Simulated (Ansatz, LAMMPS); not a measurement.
## Atom list for Li+ TFSI- in propylene carbonate and sulfolane, relaxed from a frame at 400 K (145 atoms)

Geometry: the relaxed geometry. Computed with Ansatz 0.2.0: Kohn-Sham DFT, PBEsol, PAW (set soft_2), plane waves; cutoff 420 eV, Γ point, fixed occupations; density 1.27 g/cm³.

Cell vectors (Å):

```
12.195 0.062 0.017
0.062 12.351 -0.085
0.017 -0.085 11.406
```

Positions (Å):

```
1 O 1.104 5.805 8.540
2 S 1.600 5.770 7.166
3 O 0.634 5.461 6.123
4 C 2.492 7.288 6.800
5 C 3.946 6.927 7.063
6 C 4.145 5.522 6.487
7 C 3.026 4.664 7.068
8 H 2.305 7.519 5.739
9 H 2.081 8.068 7.455
10 H 4.623 7.665 6.610
11 H 4.146 6.915 8.148
12 H 4.071 5.555 5.386
13 H 5.131 5.113 6.755
14 H 3.244 4.352 8.102
15 H 2.726 3.799 6.460
16 O 7.154 11.469 1.897
17 S 8.285 11.993 1.141
18 O 7.969 0.732 0.286
19 C 9.559 0.115 2.337
20 C 10.875 11.943 1.571
21 C 10.508 10.552 1.043
22 C 9.186 10.674 0.295
23 H 9.507 1.204 2.472
24 H 9.447 11.943 3.206
25 H 11.112 0.263 0.831
26 H 11.712 11.894 2.284
27 H 11.287 10.133 0.387
28 H 10.381 9.862 1.893
29 H 8.575 9.761 0.320
30 H 9.324 10.930 10.662
31 O 7.434 5.902 2.740
32 S 7.719 7.335 2.756
33 O 8.796 7.819 1.898
34 C 6.207 8.260 2.469
35 C 5.644 8.470 3.864
36 C 6.841 8.881 4.728
37 C 7.959 7.877 4.466
38 H 6.517 9.218 2.017
39 H 5.588 7.690 1.761
40 H 4.854 9.237 3.872
41 H 5.189 7.535 4.234
42 H 7.174 9.887 4.423
43 H 6.595 8.919 5.802
44 H 7.864 6.973 5.086
45 H 8.971 8.299 4.546
46 O 7.209 2.796 8.405
47 S 6.164 1.797 8.192
48 O 4.917 1.938 8.935
49 C 5.860 1.651 6.410
50 C 6.189 0.203 6.062
51 C 7.369 12.103 6.926
52 C 6.853 0.151 8.404
53 H 4.818 1.944 6.224
54 H 6.546 2.370 5.938
55 H 5.359 11.921 6.119
56 H 6.483 0.112 5.005
57 H 7.526 11.016 6.882
58 H 8.263 0.241 6.758
59 H 7.627 0.222 9.182
60 H 6.094 11.858 8.672
61 O 1.474 6.634 1.009
62 S 1.471 6.244 2.422
63 O 2.530 6.792 3.256
64 C 12.034 6.629 3.101
65 C 11.265 5.375 2.719
66 C 12.178 4.202 3.094
67 C 1.379 4.444 2.532
68 H 12.155 6.720 4.194
69 H 11.662 7.567 2.665
70 H 10.298 5.329 3.240
71 H 11.056 5.378 1.636
72 H 12.220 4.115 4.191
73 H 11.808 3.250 2.686
74 H 1.521 4.084 1.502
75 H 2.207 4.112 3.172
76 O 4.740 7.867 10.929
77 S 3.517 8.613 10.678
78 O 2.394 7.909 10.059
79 C 3.006 9.541 0.780
80 C 3.790 10.841 0.719
81 C 3.653 11.272 10.689
82 C 3.912 10.106 9.737
83 H 1.918 9.700 0.712
84 H 3.221 8.872 1.626
85 H 3.410 11.564 1.455
86 H 4.853 10.665 0.957
87 H 2.625 11.643 10.544
88 H 4.327 12.116 10.474
89 H 4.969 9.983 9.449
90 H 3.287 10.119 8.833
91 N 0.611 10.557 5.096
92 S 1.844 11.402 5.640
93 O 1.704 11.972 6.964
94 O 3.062 10.701 5.309
95 C 1.799 0.533 4.589
96 F 1.870 0.156 3.305
97 F 2.877 1.292 4.861
98 F 0.708 1.285 4.749
99 S 11.305 10.797 5.605
100 O 10.429 10.261 4.583
101 O 10.963 12.068 6.208
102 C 11.151 9.564 6.997
103 F 12.015 9.836 7.982
104 F 9.907 9.628 7.496
105 F 11.371 8.320 6.564
106 C 10.288 1.326 9.063
107 C 11.669 1.820 8.725
108 C 0.594 1.122 9.525
109 O 0.778 2.048 10.613
110 C 0.274 3.240 10.242
111 O 0.418 4.255 10.887
112 O 11.793 3.220 9.110
113 H 10.110 1.323 10.152
114 H 10.177 0.302 8.674
115 H 9.516 1.955 8.594
116 H 11.865 1.758 7.646
117 H 0.311 0.143 9.941
118 H 1.539 1.032 8.970
119 C 9.935 6.618 10.287
120 C 8.499 6.660 9.851
121 C 8.221 6.047 8.483
122 O 7.259 6.945 7.896
123 C 7.283 8.111 8.575
124 O 6.680 9.100 8.229
125 O 8.067 8.036 9.658
126 H 10.275 5.573 10.368
127 H 10.050 7.092 11.272
128 H 10.584 7.115 9.550
129 H 7.831 6.238 10.621
130 H 9.125 6.043 7.848
131 H 7.784 5.039 8.526
132 C 5.581 2.739 2.275
133 C 5.401 2.920 0.794
134 C 6.405 3.861 0.133
135 O 5.617 4.557 10.633
136 C 4.329 4.382 10.934
137 O 3.422 4.964 10.377
138 O 4.134 3.579 0.513
139 H 6.517 2.187 2.451
140 H 4.759 2.144 2.700
141 H 5.645 3.712 2.785
142 H 5.368 1.950 0.271
143 H 6.871 4.548 0.862
144 H 7.181 3.243 10.950
145 Li 1.724 5.939 10.474
```

Q: Give the Löwdin charge of every atom.

Charges in e, in the order of the atoms, ten a line:

```
-0.762 +2.072 -0.745 -0.468 -0.273 -0.282 -0.473 +0.233 +0.227 +0.205
+0.196 +0.191 +0.208 +0.230 +0.221 -0.747 +2.059 -0.759 -0.475 -0.279
-0.281 -0.468 +0.227 +0.232 +0.179 +0.212 +0.203 +0.208 +0.239 +0.217
-0.760 +2.060 -0.755 -0.471 -0.280 -0.278 -0.477 +0.215 +0.233 +0.218
+0.185 +0.190 +0.203 +0.223 +0.232 -0.752 +2.058 -0.749 -0.474 -0.285
-0.280 -0.459 +0.224 +0.226 +0.204 +0.210 +0.215 +0.195 +0.225 +0.211
-0.775 +2.069 -0.742 -0.465 -0.280 -0.284 -0.472 +0.230 +0.233 +0.213
+0.197 +0.208 +0.201 +0.234 +0.223 -0.735 +2.063 -0.754 -0.464 -0.284
-0.273 -0.474 +0.215 +0.234 +0.213 +0.200 +0.181 +0.207 +0.227 +0.232
-0.905 +2.184 -0.740 -0.723 +0.652 -0.213 -0.222 -0.205 +2.174 -0.734
-0.734 +0.656 -0.211 -0.215 -0.205 -0.490 +0.097 -0.089 -0.271 +0.709
-0.423 -0.258 +0.186 +0.204 +0.218 +0.232 +0.206 +0.224 -0.479 +0.102
-0.091 -0.278 +0.710 -0.416 -0.272 +0.214 +0.213 +0.199 +0.197 +0.203
+0.235 -0.481 +0.104 -0.096 -0.249 +0.727 -0.444 -0.271 +0.211 +0.208
+0.208 +0.201 +0.207 +0.229 +0.733
```

Forces are small here, 0.0050 eV/Å r.m.s. The Löwdin charges lack the electrons that the projection spills, 0.052 e an atom on average.

[Logs are printed without paths, hosts, clocks, repeated set-up lines and the standing remarks that a program may print on its own settings, such as how far it seeks lower states.]

[Hosts, paths, dates, database ids (printed as entryN), source tags and the programs' standing remarks are cut or masked in the printed files.]
